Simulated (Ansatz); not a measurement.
# Dielectric function and optical constants of TiAg2P2 (model structure), part 2 of 2

Aim: the dielectric function of TiAg2P2 (model structure), and the optical constants that follow from it. The cell was made here by substitution or stacking, whether or not such a phase is known. It was built so: All Cu replaced by Ag and Zr replaced by Ti in the P-3m1 structure of ZrCu2P2.

Ansatz 0.2.0; DFT, PBE, plane-wave PAW, default files, scalar-relativistic, independent-particle optical response without local fields.

So far: The system as given; Relaxation. The relaxed cell has a = 3.856, c = 6.802 Å (conventional setting).

### Step 3. Ground state and bands

The self-consistent density comes first; it also tells whether there is a gap, which decides the occupations and the need for a Drude term.

This step: DFT, PBE, plane-wave PAW, default files, scalar-relativistic, ground state (Ansatz 0.2.0).

input.yaml

```yaml
crystal:
  lattice:
    - [3.8558181435, 2.9e-09, 0.0]
    - [-1.9279090742, 3.3392364632, 0.0]
    - [0.0, 0.0, 6.8018296282]
  atoms:
    - { symbol: Ag, position: [0.3333333333, 0.6666666667, 0.631725584] }
    - { symbol: Ag, position: [0.6666666667, 0.3333333333, 0.368274416] }
    - { symbol: Ti, position: [0.0, 0.0, 0.0] }
    - { symbol: P, position: [0.3333333333, 0.6666666667, 0.1935391387] }
    - { symbol: P, position: [0.6666666667, 0.3333333333, 0.8064608613] }
kpoints:
  mp_grid: { grid: [7, 7, 4] }
  band_path:
    path:
      - [[0.0, 0.0, 0.0], [0.5, 0.0, 0.0], [0.33333333, 0.33333333, 0.0], [0.0, 0.0, 0.0], [0.0, 0.0, 0.5], [0.5, 0.0, 0.5], [0.33333333, 0.33333333, 0.5], [0.0, 0.0, 0.5]]
      - [[0.5, 0.0, 0.5], [0.5, 0.0, 0.0]]
      - [[0.33333333, 0.33333333, 0.0], [0.33333333, 0.33333333, 0.5]]
    npoints: 6
scf:
  occupations: { method: fermi_dirac, width: 0.05 }
  n_extra_bands: 9
hamiltonian:
  xc: pbe
  pseudopotentials: { kind: paw }
output:
  forces: true
  stress: true
  populations: true
  write_bands: true
  write_density: true
  write_potential: true
  elf: true
  volumetric_format: npy
```

Started as:

```sh
ansatz run input.yaml --threads 4 --pin off --max-ram 8192MiB --backend cpu --events-out ev --progress --plain --runs-dir out
```

The log of the run:

```text
[...]
Crystal: 5 atoms, lattice volume = 87.577 Å³
Basis set: ecut = 420 eV, 1727 PW (Γ), exchange–correlation on 54×54×96 points (8 copies of the dense FFT grid, shifted against one another)
Bands: 39, of which v1, the nominal top of the filled ones, is band 30 counted from 1 (29 counted from 0)
Symmetry: 12 space group operations
[...]
k-points: 28 of 196
[...]
SCF iter   1: F=—  HF=-19193.384196 eV  |F-HF|=—  |Δ(HF+E_count)|=         —  Δρ=3.76e-3  dr2=2.35e-2  ethr=1.77e-3  ⟨swp⟩=6.2  Hψ=4259  notcnv=0  defer=3
[...]
SCF iter   8: F=-19193.383050 eV  HF=-19193.383050 eV  |F-HF|=4.59e-9  |Δ(HF+E_count)|=   3.53e-8  Δρ=3.28e-6  dr2=1.50e-8  ethr=1.67e-10  ⟨swp⟩=13.2  Hψ=7069  notcnv=0
SCF 1 converged in 8 iterations: F = -19193.383050 eV  dr2 = 1.50e-8
[...]
NSCF: frozen V_eff on 57 k-points
SCF converged after 8 iterations
Free energy (F): -19193.383050 eV
[...]
Internal energy: -19193.369664 eV  (E = F + TS)
E sigma→0 (E₀):  -19193.376357 eV
Entropy (-TS):   -0.013386 eV (-2.677 meV/atom)
Fermi energy:    13.038365 eV
[...]
--- Forces (eV/Å), atoms counted from 1 ---
  atom   1  Ag    -0.00000000     0.00000000    -0.00049361
  atom   2  Ag     0.00000000     0.00000000     0.00049361
  atom   3  Ti    -0.00000000     0.00000000    -0.00000000
  atom   4  P      0.00000000    -0.00000000    -0.00029774
  atom   5  P     -0.00000000     0.00000000     0.00029774
  max |Σ_I F_I| component: 1.85e-17 eV/Å
--- Stress (GPa, compression-positive) ---
       -0.000326       0.000000      -0.000000
        0.000000      -0.000326       0.000000
       -0.000000       0.000000       0.019574
  P = ⅓ Tr σ = 0.0063 GPa (0.063 kbar)
--- Band table (eV; the first three rows and the last of 28) ---
  k-point 0: bands = [... 26 lower, 10.7137, 12.6603, 12.7583, 12.9576, 12.9576, 13.5812, 13.5812, 14.6592, ... 5 higher]
  k-point 1: bands = [... 26 lower, 10.6650, 11.2674, 13.0004, 13.0004, 13.5491, 13.5491, 13.7741, 15.1131, ... 5 higher]
  k-point 2: bands = [... 26 lower, 10.6144, 10.6144, 13.0470, 13.0470, 13.5145, 13.5145, 14.0836, 15.6794, ... 5 higher]
  k-point 27: bands = [... 26 lower, 9.8750, 10.8839, 11.3101, 11.3628, 13.2972, 13.7067, 13.8067, 14.5104, ... 5 higher]
--- Löwdin populations: 5 sites ---
  site symbol       q [e]
     0     Ag     18.4368
     1     Ag     18.4368
     2     Ti     11.3605
     3      P      5.6857
     4      P      5.6857
  spilling = 0.006574 (of n_electrons = 60.000000)
```

Elapsed: 1.8 s, on 4 threads of Intel Xeon Platinum 8488C (Sapphire Rapids), shared host; peak memory 0.59 GiB; 6.4 s of CPU time.

Read-outs:

* free energy: -19193.3830 eV
* Fermi energy: 13.04 eV
* electrons: 60
* symmetry operations: 12
* pressure: 0.006307 GPa
* volume: 87.58 Å³
* gap on the path: 0 eV

There are states at the Fermi level within the smearing, so the occupations stay smeared and the carriers get a Drude term. The cell is left with a pressure of 0.0 GPa after its relaxation.

The electronic bands at the labelled points (eV, zero at the Fermi level; # counts the bands kept):

```
    point    #15    #16    #17    #18    #19   #20   #21   #22
        Γ  -2.33  -0.38  -0.28  -0.08  -0.08  0.54  0.54  1.62
  halfway  -2.18  -2.07  -0.97  -0.24   0.31  0.57  0.84  1.80
        M  -3.19  -2.42  -1.92  -1.80   0.44  0.64  0.70  1.75
  halfway  -3.36  -2.62  -2.30  -1.28   0.38  0.64  0.91  1.66
        K  -3.98  -2.35  -2.35  -1.05   0.11  0.94  0.94  1.25
  halfway  -2.52  -2.14  -1.37  -0.22   0.21  0.65  1.20  1.36
        Γ  -2.33  -0.38  -0.28  -0.08  -0.08  0.54  0.54  1.62
  halfway  -2.37  -1.77  -0.04  -0.04   0.51  0.51  0.74  2.08
        A  -2.42  -2.42   0.01   0.01   0.48  0.48  1.04  2.64
  halfway  -2.30  -2.18  -1.62  -0.96   0.18  0.91  1.06  1.38
        L  -2.73  -2.51  -1.21  -0.94  -0.03  0.57  0.70  2.07
  halfway  -2.94  -2.38  -1.64  -1.24   0.15  0.69  0.72  1.51
        H  -3.19  -2.23  -1.76  -1.76   0.21  0.75  0.75  1.88
  halfway  -2.27  -2.15  -1.81  -1.12   0.41  0.64  1.06  1.46
        A  -2.42  -2.42   0.01   0.01   0.48  0.48  1.04  2.64
jump to L  -2.73  -2.51  -1.21  -0.94  -0.03  0.57  0.70  2.07
  halfway  -2.89  -2.33  -1.83  -1.27   0.30  0.61  0.70  1.92
        M  -3.19  -2.42  -1.92  -1.80   0.44  0.64  0.70  1.75
jump to K  -3.98  -2.35  -2.35  -1.05   0.11  0.94  0.94  1.25
  halfway  -3.70  -2.05  -2.05  -1.59   0.17  0.83  0.83  1.51
        H  -3.19  -2.23  -1.76  -1.76   0.21  0.75  0.75  1.88
```

ELF in the ac plane at fractional y = 0.333, with atoms of Ag and P within 0.2 Å of it. It is the smooth field of the valence electrons, not physical close to the nuclei.

Ten even steps from '0' (0.01) to '9' (0.82), each cell a mean:
```
10001358888864
21002589999996
52114799745998
63225898201699
63225897100499
42223698312698
32222479867886
22222358899864
22222235676642
12222222333322
12221112111211
11111112333221
11111124565432
11111235788642
12222246899752
23432236898742
35654225677532
57876323455322
68987422232223
79998531111124
67887531111124
45555321100123
22222211222111
11111124555432
```
Atoms in or near the plane, at fractional coordinates: Ag at (0.67, 0.37), P at (0.67, 0.81).

Electrostatic potential energy in the ac plane at fractional y = 0.333, with atoms of Ag and P within 0.2 Å of it. With pseudopotentials it is smooth inside the atoms' cores, unlike the true potential.

Values in eV, 24 rows by 14 columns, each cell a mean:
```
 11   9   8   8  10  12  13  12  10   9   9  11  12  12
 12  10  10  10  11  12  11   6  -1  -6  -4   4  10  12
 13  12  12  12  13  11   7 -10 -28 -37 -33 -17   2  10
 13  14  14  14  13  11   2 -25 -41 -42 -42 -33  -6   8
 13  14  14  14  14  10   1 -29 -42 -42 -42 -38  -9   7
 13  14  14  14  13  11   4 -21 -39 -42 -41 -29  -3   9
 13  12  12  12  13  12   9  -3 -18 -26 -22  -8   6  11
 12  11  10  10  12  13  12   9   4   1   3   7  11  13
 12  10   9   9  11  13  14  13  12  11  11  13  14  14
 13  11  10  10  12  14  14  14  14  14  14  14  14  14
 13  13  12  12  13  14  14  13  12  12  12  13  14  14
 14  14  14  14  14  14  12   7   2  -1   1   6  11  13
 14  15  15  15  14  13   8  -3 -11 -15 -14  -7   5  11
 14  15  15  15  14  11   1 -15 -23 -27 -26 -18  -5   7
 13  15  15  15  14   9  -3 -19 -28 -31 -30 -23  -9   5
 13  14  15  15  14   9  -2 -18 -26 -30 -29 -22  -8   6
 13  14  14  14  13  11   3 -11 -20 -24 -22 -15  -2   9
 13  12  12  12  13  12   9   1  -7 -11  -9  -2   7  11
 12  11  10  11  12  13  13  11   8   5   6   9  12  13
 12  11  10  10  12  13  14  14  13  13  13  14  14  14
 12  11  10  10  12  13  14  15  15  15  15  15  15  14
 12  10   9  10  11  13  14  15  15  15  15  15  15  14
 11   9   8   8  10  12  14  15  15  15  15  15  14  13
 10   8   7   8  10  12  14  14  14  14  14  14  14  13
```
Atoms in or near the plane, at fractional coordinates: Ag at (0.67, 0.37), P at (0.67, 0.81).

### Step 4. Spectrum

The spectrum is a sum over vertical transitions between filled and empty bands at the fixed density, so many empty bands are needed.

This step: DFT, PBE, plane-wave PAW, default files, scalar-relativistic, independent-particle optical response without local fields (Ansatz 0.2.0).

input.yaml, the sections that differ from step 3:

```yaml
kpoints:
  mp_grid: { grid: [9, 9, 5] }
scf:
  occupations: { method: fermi_dirac, width: 0.05 }
output:
  optics:
    e_range: [0, 22]
    de: 0.05
    sigma: 0.2
    drude_damping: 0.1
    nscf_kmesh: { grid: [12, 12, 6] }
    bands: { spectra_wanted_up_to: 22 }
# crystal, hamiltonian: as in step 3
```

The log of the run:

```text
[...]
Crystal: 5 atoms, lattice volume = 87.577 Å³
Basis set: ecut = 420 eV, 1727 PW (Γ)
Bands: 36, of which v1, the nominal top of the filled ones, is band 30 counted from 1 (29 counted from 0)
Symmetry: 12 space group operations
[...]
k-points: 50 of 405
[...]
SCF iter   1: F=—  HF=-19193.388800 eV  |F-HF|=—  |Δ(HF+E_count)|=         —  Δρ=3.39e-3  dr2=1.59e-2  ethr=1.77e-3  ⟨swp⟩=6.2  Hψ=6845  notcnv=0
[...]
SCF iter  11: F=-19193.388447 eV  HF=-19193.388447 eV  |F-HF|=0.00e0  |Δ(HF+E_count)|=  3.27e-11  Δρ=7.17e-8  dr2=4.23e-12  ethr=1.00e-12  ⟨swp⟩=4.2  Hψ=5224  notcnv=0
SCF 1 converged in 11 iterations: F = -19193.388447 eV  dr2 = 4.23e-12
[...]
output.optics: what the bands over the 85 summed would add to eps1, eps2 and the energy-loss function is held between a lower and an upper bound (7 Lanczos steps). eps1, eps2 and their loss function (loss_summed_bands) are given on every row as the summed bands alone make them. Along an axis, on a row where the two bounds hold the loss function to about 1 % of the greater of itself and 0.5 % of |1/eps|, its cell (loss_completed) is given, with the completed eps1 and eps2 that it is formed of (a cell that is left empty reads nan in the table and null in the record). The two bounds hold it so along every axis on all 440 rows up to 22.000 eV. [rest of the remark cut]
SCF converged after 11 iterations
Free energy (F): -19193.388447 eV
[...]
Internal energy: -19193.378730 eV  (E = F + TS)
E sigma→0 (E₀):  -19193.383588 eV
Entropy (-TS):   -0.009717 eV (-1.943 meV/atom)
Fermi energy:    13.016428 eV
[...]
--- Band table (eV; the first three rows and the last of 50) ---
  k-point 0: bands = [... 26 lower, 10.7105, 12.6541, 12.7603, 12.9470, 12.9470, 13.5832, 13.5832, 14.6585, ... 2 higher]
  k-point 1: bands = [... 26 lower, 10.6768, 11.5538, 12.9763, 12.9763, 13.5611, 13.5611, 13.6213, 14.9553, ... 2 higher]
  k-point 2: bands = [... 26 lower, 10.6206, 10.6206, 13.0272, 13.0272, 13.5235, 13.5235, 14.0276, 15.5776, ... 2 higher]
  k-point 49: bands = [... 26 lower, 9.7182, 10.9640, 11.2246, 11.2246, 13.2290, 13.7932, 13.7932, 14.8180, ... 2 higher]
```

The job ended after 6.3 min (4 threads; peak memory 2.5 GiB; 25 min of CPU time).

Numbers from this step:

```
main peak of the optical conductivity above 1 eV, first axis : 2.538 eV
centre of weight of the strongest loss peak in the window    : 17.42 eV
Drude plasma energy, first axis                              : 1.506 eV
bands summed                                                 : 85
spectra valid up to                                          : 30.91 eV
program's estimate of the k-sum error in Im epsilon          : 0.01 %
electrons in the f-sum                                       : 34.53
```

The Im ε has structure finer than the step of the table below, so its rows give means over 0.5 eV. Peaks (eV: height): E ∥ x or y 0.70: 45.8; E ∥ z 3.10: 28.2.

Table of Im ε by photon energy; means over each step:

```csv
photon energy (eV),E ∥ x or y,E ∥ z
1.0,36.2,21.7
1.5,25.0,16.3
2.0,24.3,12.3
2.5,21.7,12.7
3.0,14.9,23.5
3.5,8.20,18.6
4.0,6.39,11.8
4.5,6.27,8.85
5.0,6.44,8.47
5.5,6.55,6.23
6.0,6.35,5.24
6.5,6.97,4.46
7.0,7.03,4.64
7.5,6.67,4.41
8.0,4.96,3.66
8.5,3.74,3.08
9.0,2.89,2.70
9.5,2.45,2.21
10.0,2.38,2.29
10.5,2.11,2.21
11.0,1.82,2.28
11.5,1.85,2.16
12.0,1.73,2.03
12.5,1.49,1.71
13.0,1.34,1.43
13.5,1.18,1.24
14.0,1.07,1.03
14.5,0.946,0.947
15.0,0.821,1.01
15.5,0.789,0.932
16.0,0.794,0.911
16.5,0.736,0.787
17.0,0.678,0.679
17.5,0.622,0.618
18.0,0.563,0.591
18.5,0.549,0.547
19.0,0.520,0.511
19.5,0.493,0.505
20.0,0.471,0.528
20.5,0.460,0.541
21.0,0.454,0.534
21.5,0.439,0.571
```

Table of Re ε by photon energy:

| photon energy (eV) | E ∥ x or y | E ∥ z |
| --- | --- | --- |
| 1 | 12.1 | 9.14 |
| 2 | 4.22 | 7.98 |
| 3 | -6.37 | 12.7 |
| 4 | -0.596 | -3.68 |
| 5 | 1.20 | -3.09 |
| 6 | 1.00 | -2.05 |
| 7 | -0.718 | -0.841 |
| 8 | -2.86 | -1.50 |
| 9 | -2.12 | -1.21 |
| 10 | -1.18 | -0.424 |
| 11 | -0.892 | -0.334 |
| 12 | -0.780 | -0.615 |
| 13 | -0.595 | -0.598 |
| 14 | -0.413 | -0.363 |
| 15 | -0.170 | -0.00432 |
| 16 | 0.0393 | -0.00212 |
| 17 | 0.130 | 0.0959 |
| 18 | 0.253 | 0.273 |
| 19 | 0.364 | 0.411 |
| 20 | 0.482 | 0.556 |
| 21 | 0.580 | 0.624 |
| 22 | 0.703 | 0.607 |

Refractive index n and extinction k against photon energy:

```csv
photon energy (eV),"n, E ∥ x or y","k, E ∥ x or y","n, E ∥ z","k, E ∥ z"
2,3.80,3.20,3.35,1.81
4,1.70,1.87,2.10,2.85
6,1.91,1.63,1.35,1.97
8,1.17,2.06,1.11,1.65
10,0.861,1.39,0.988,1.18
12,0.743,1.15,0.869,1.17
14,0.608,0.884,0.598,0.849
16,0.646,0.615,0.677,0.678
18,0.658,0.425,0.681,0.436
20,0.760,0.311,0.813,0.325
22,0.876,0.255,0.845,0.329
```

Values under 1 per cm are given as 1. The absorption coefficient by photon energy:

```
photon energy (eV)  E ∥ x or y (1/cm)  E ∥ z (1/cm)
             0.500              1.2e5         2.3e5
             1.000              3.6e5         2.6e5
             1.500              4.2e5         3.5e5
             2.000              6.5e5         3.7e5
             2.500              8.5e5         4.3e5
             3.000              1.0e6         8.6e5
             3.500              9.0e5         1.2e6
             4.000              7.6e5         1.2e6
             4.500              8.0e5         1.1e6
             5.000              8.3e5         1.2e6
             5.500              9.6e5         1.2e6
             6.000              9.9e5         1.2e6
             6.500              1.2e6         1.1e6
             7.000              1.4e6         1.2e6
             7.500              1.6e6         1.3e6
             8.000              1.7e6         1.3e6
             8.500              1.6e6         1.3e6
             9.000              1.5e6         1.3e6
             9.500              1.4e6         1.2e6
            10.000              1.4e6         1.2e6
            10.500              1.4e6         1.2e6
            11.000              1.3e6         1.3e6
            11.500              1.3e6         1.4e6
            12.000              1.4e6         1.4e6
            12.500              1.4e6         1.5e6
            13.000              1.3e6         1.4e6
            13.500              1.3e6         1.3e6
            14.000              1.3e6         1.2e6
            14.500              1.2e6         1.1e6
            15.000              1.1e6         1.1e6
            15.500              1.0e6         1.1e6
            16.000              1.0e6         1.1e6
            16.500              9.8e5         1.1e6
            17.000              9.1e5         9.3e5
            17.500              8.6e5         8.6e5
            18.000              7.7e5         8.0e5
            18.500              7.4e5         7.5e5
            19.000              7.1e5         6.7e5
            19.500              6.7e5         6.4e5
            20.000              6.3e5         6.6e5
            20.500              6.0e5         6.9e5
            21.000              6.0e5         6.6e5
            21.500              5.7e5         7.3e5
            22.000              5.7e5         7.3e5
```

Reflectivity at normal incidence against photon energy; read off at these points:

```csv
photon energy (eV),E ∥ x or y (%),E ∥ z (%)
0.50,60.4,64.9
0.70,62.2,59.3
1.00,59.1,49.1
1.50,52.0,44.8
2.00,54.3,39.6
2.50,55.7,41.0
3.00,59.0,53.0
3.30,55.9,58.7
3.50,51.8,57.9
4.00,36.9,52.6
4.50,34.1,46.2
5.00,31.6,48.9
5.50,33.3,46.6
6.00,31.4,42.5
6.50,34.7,37.9
7.00,38.7,34.5
7.50,41.8,38.9
7.90,47.9,38.5
8.00,47.7,38.2
8.50,46.6,37.8
9.00,45.6,35.8
9.50,39.5,32.6
10.00,36.0,26.2
10.50,37.2,26.5
11.00,33.6,25.0
11.50,29.0,27.3
12.00,32.0,28.5
12.50,31.9,31.8
13.00,30.2,29.8
13.50,29.1,29.3
14.00,27.8,26.9
14.50,26.0,21.0
15.00,23.0,17.3
15.50,18.9,18.2
16.00,16.3,17.3
16.50,16.3,17.9
17.00,13.8,14.8
17.50,12.7,12.5
18.00,10.1,9.69
18.50,8.24,8.57
19.00,7.24,6.26
19.50,5.90,4.89
20.00,4.82,4.15
20.50,3.84,4.09
21.00,3.39,3.37
21.50,2.73,3.78
22.00,2.23,3.76
```

From ε follow the optical constants at some laser lines:

```
wavelength (nm)  n xy   k xy  R (%) xy  1/α xy   n z    k z  R (%) z   1/α z
            633  3.88  3.206      54.5   16 nm  3.36  1.854     40.1   27 nm
            532  3.53  3.183      53.9   13 nm  3.67  1.657     40.2   26 nm
            450  2.79  3.450      57.5   10 nm  4.23  1.757     44.4   20 nm
            405  2.08  3.284      58.9  9.8 nm  4.39  3.135     54.9   10 nm
            308  1.72  1.861      36.7   13 nm  2.08  2.839     52.6  8.6 nm
            248  1.97  1.642      31.6   12 nm  1.73  2.467     48.9  8.0 nm
            193  1.95  1.777      34.2  8.6 nm  1.26  1.776     39.0  8.6 nm
```

A polished face would reflect 49 % of daylight and look light grey (CIE x = 0.307, y = 0.319 under D65).

### Step 5. Outcome

| Quantity | Value |
| --- | --- |
| gap on the path | 0 eV |
| main peak of the optical conductivity above 1 eV, first axis | 2.54 eV |
| Drude plasma energy, first axis | 1.51 eV |
| centre of weight of the strongest loss peak in the window, first axis | 17.4 eV |

**Reading.** At this level (PBE, independent particles) TiAg2P2 is a metal with a Drude plasma energy of 1.5 eV along x, 1.5 eV along y and 2.1 eV along z; it reflects 53 % at 550 nm. The cell grew by 9.0 % in volume. Along x the bare Drude plasma energy is 1.5 eV; Re ε first rises through zero at 0.17 eV, far lower, because interband transitions screen the carriers. Im ε is 49 there, so the loss peak at that energy is weak. The strongest loss structure up to 22 eV has its centre of weight at 17.4 eV; a free-electron gas of the 34.5 electrons in the f-sum would put its plasmon at 23.3 eV. A polished face would reflect 49 % of daylight and look light grey (CIE x = 0.307, y = 0.319 under D65). In the base run ε includes the program's bounded estimate of what the bands above those summed add. The carriers' damping of 0.1 eV is typed, not computed; at 0.8 eV the carriers give 1 % of Im ε, the rest is interband. The Fermi-Dirac width of 0.05 eV acts as an electron temperature of 580 K in the carriers' term.

[Long decimals in the printed logs are rounded to 6 places.]

[Logs are printed without paths, hosts, clocks, repeated set-up lines and the standing remarks that a program may print on its own settings, such as how far it seeks lower states.]

[Hosts, paths, dates, database ids (printed as entryN), source tags and the programs' standing remarks are cut or masked in the printed files.]

[Where the starting crystal was built by hand or by swapping elements, it need not be the compound's stable phase.]

[The count of steps not shown may lack steps that the program refused or didn't finish.]
